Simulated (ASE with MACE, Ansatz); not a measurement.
# Surface chemistry of dichlorosilane on HO:Si(111)

Which steps of the reaction of dichlorosilane with HO:Si(111) release energy, and how far does that hang on the level of theory?

Calculated with Ansatz 0.2.0: Kohn-Sham DFT, PBE+D3(BJ), PAW (set soft_2), plane waves; cutoff 420 eV, fermi-dirac smearing of 0.025 eV (for the slabs). Every cell is relaxed with this functional, then solved at fixed geometry with r2SCAN+D4, PBE+D3(BJ) on a denser mesh, PBE, RPBE+D3(BJ) and HSE06+D3(BJ). Cutoffs: 420 eV for PBE+D3(BJ), PBE, RPBE+D3(BJ) and HSE06+D3(BJ); 500 eV for r2SCAN+D4.

**The cells**

The cell holds 81 atoms: 54 Si, 18 H and 9 O. Cell: a = 11.604 Å, b = 11.604 Å, c = 26.701 Å, α = 90.0°, β = 90.0°, γ = 120.0°. It derives from Si (HO:Si(111)). The starting structure: Diamond Si(111), 3 x 3 cells, three bilayers, OH on the upper face and H on the lower (lattice constants typed as starting values near PBE's), about 15 Å of vacuum, lower atoms held. Vacuum lies along c. 27 atoms are held.

- Dichlorosilane on HO:Si(111): one whole molecule of dichlorosilane lowered over an O-H group, eased by MACE.
- Dichlorosilane after losing HCl on HO:Si(111): the H of one O-H group replaced by the Si fragment of dichlorosilane less one ligand, eased by MACE.
- Dichlorosilane fragment with one ligand changed to OH on HO:Si(111): the bound fragment with one more ligand replaced by OH, eased by MACE.

Molecules sit alone in boxes of 12 to 14 Å, at Γ at every level, with a smearing of 0.01 eV.

The input of the single point on the relaxed bare surface:

```yaml
crystal:
  lattice:
    - [11.60362, 0.0, 0.0]
    - [-5.80181, 10.04903, 0.0]
    - [0.0, 0.0, 26.70113]
  atoms:
    - { symbol: Si, position: [0.0, 0.0, 0.09288] }
    - { symbol: Si, position: [0.22222, 0.11111, 0.12245] }
    - { symbol: Si, position: [0.222, 0.11118, 0.20971] }
    - { symbol: Si, position: [0.11088, 0.22227, 0.23781] }
    [... 75 atom lines left out ...]
    - { symbol: O, position: [0.67459, 0.65825, 0.4168] }
    - { symbol: H, position: [0.63174, 0.70017, 0.43435] }
kpoints:
  mp_grid: { grid: [1, 1, 1] }
hamiltonian:
  xc: pbe
  dispersion: d3bj
scf:
  occupations: { method: fermi_dirac, width: 0.025 }
output:
  forces: true
  populations: true
  dos:
    method: { smearing: { sigma: 0.08 } }
    de: 0.1
    projected: { site_lists: { H: [H], O: [O], Si: [Si] } }
  eigenvalues: true
  write_density: true
  write_potential: true
  volumetric_format: npy
```

| cell | formula | k-mesh | relaxation steps | gain on relaxing (eV) | free energy, PBE+D3(BJ) (eV) | Kohn-Sham gap (eV) | time of its runs on this page |
| --- | --- | --- | --- | --- | --- | --- | --- |
| HO:Si(111) | Si54H18O9 | 1×1×1 | 7 | 0.69 | -39735.991 | 1.05 | 10 min |
| dichlorosilane on HO:Si(111) | Si55H20Cl2O9 | 1×1×1 | 31 | 0.94 | -42566.150 | 1.03 | 16 min |
| dichlorosilane after losing HCl on HO:Si(111) | Si55H19ClO9 | 1×1×1 | 18 | 0.85 | -41469.867 | 1.04 | 13 min |
| dichlorosilane fragment with one ligand changed to OH on HO:Si(111) | Si55H20O10 | 1×1×1 | 13 | 0.99 | -40972.815 | 1.04 | 12 min |
| H2O | H2O | 1×1×1 | 4 | 0.15 | -599.231 | 6.23 | 32 s |
| HCl | HCl | 1×1×1 | 4 | 0.03 | -1096.239 | 6.80 | 32 s |
| dichlorosilane | SiH2Cl2 | 1×1×1 | 4 | 0.04 | -2829.789 | 6.50 | 43 s |

The gap is that between the highest filled and lowest empty Kohn-Sham level; a dash marks none computed or no clear gap. Times come from shared hosts and are rough.

**Reaction energies**

Products less reactants, from the free energies above and their like at the other levels, in eV; negative values release energy:

```
                                                          change  PBE+D3(BJ)  r2SCAN+D4  PBE+D3(BJ), denser mesh    PBE  RPBE+D3(BJ)  HSE06+D3(BJ)
                                    adsorption of dichlorosilane       -0.37      -0.30                    -0.36  -0.02        -0.38         -0.38
ligand exchange: surface + dichlorosilane → bound fragment + HCl       -0.33      -0.35                    -0.32  -0.07        -0.21         -0.42
               co-reactant step: bound fragment + H2O → OH + HCl        0.04      -0.04                     0.04   0.00         0.22          0.05
```

Worked for the first row at PBE+D3(BJ): (-42566.150) − (-39735.991) − (-2829.789) = -0.370 eV (from unrounded energies).

**What the relaxations did**

Bonds are pairs closer than 1.18 times the sum of covalent radii; a bond counts as made or broken only if it crosses from under that bound to over 1.3 times, or back. All concern the added atoms.

| cell | bonds to the surface at the end | nearest contact (Å) | made in DFT | broken in DFT | largest move (Å) |
| --- | --- | --- | --- | --- | --- |
| dichlorosilane on HO:Si(111) | none | Cl–H 2.34 | none | none | 2.31 |
| dichlorosilane after losing HCl on HO:Si(111) | 1 O–Si | Si–O 1.62 | none | none | 1.37 |
| dichlorosilane fragment with one ligand changed to OH on HO:Si(111) | 1 O–Si | Si–O 1.61 | none | none | 0.92 |

**Findings**

Row 1 releases 0.37 eV at PBE+D3(BJ). The molecule stays whole, with no bond to the surface by this rule (its most stretched bond, Cl–Si, goes from 2.05 Å in the gas to 2.09 Å). A surface atom stands 0.9 Å from its place in the starting slab, so the energy holds a rearrangement of the surface too. At the same geometries the levels give -0.38 (HSE06+D3(BJ)) to -0.02 eV (PBE), the denser mesh moves it by +0.01 eV and the D3 term supplies -0.35 eV of it. Row 2 releases 0.33 eV at PBE+D3(BJ). At the same geometries the levels give -0.42 (HSE06+D3(BJ)) to -0.07 eV (PBE), the denser mesh leaves it within 0.01 eV and the D3 term supplies -0.26 eV of it. Row 3 costs 0.04 eV at PBE+D3(BJ). At the same geometries the levels give -0.04 (r2SCAN+D4) to 0.22 eV (RPBE+D3(BJ)), so its sign hangs on the level, the denser mesh leaves it within 0.01 eV and the D3 term supplies +0.04 eV of it. Counted from the adsorbed state, the exchange costs 0.04 eV, with the by-product taken away as gas.

Limits: These are static energies with no barriers, zero-point energy or heat. Where a gas molecule is taken up, its entropy is lost, which at room temperature and above is worth several tenths of an eV to over 1 eV a molecule and isn't counted. All slabs, the starting one too, were first eased by a machine-learned potential, and one starting arrangement a cell was relaxed; others may lie lower. Only one face is changed, and the cells carry no dipole correction. Levels with D3 or D4 differ in the size of their dispersion terms as well as in the functional. In some runs the program notes that positions were snapped to a detected symmetry and the exchange-correlation potential is rough where the density is thin.

[Logs are printed without paths, hosts, clocks, repeated set-up lines and the standing remarks that a program may print on its own settings, such as how far it seeks lower states.]

[Hosts, paths, dates, database ids (printed as entryN), source tags and the programs' standing remarks are cut or masked in the printed files.]
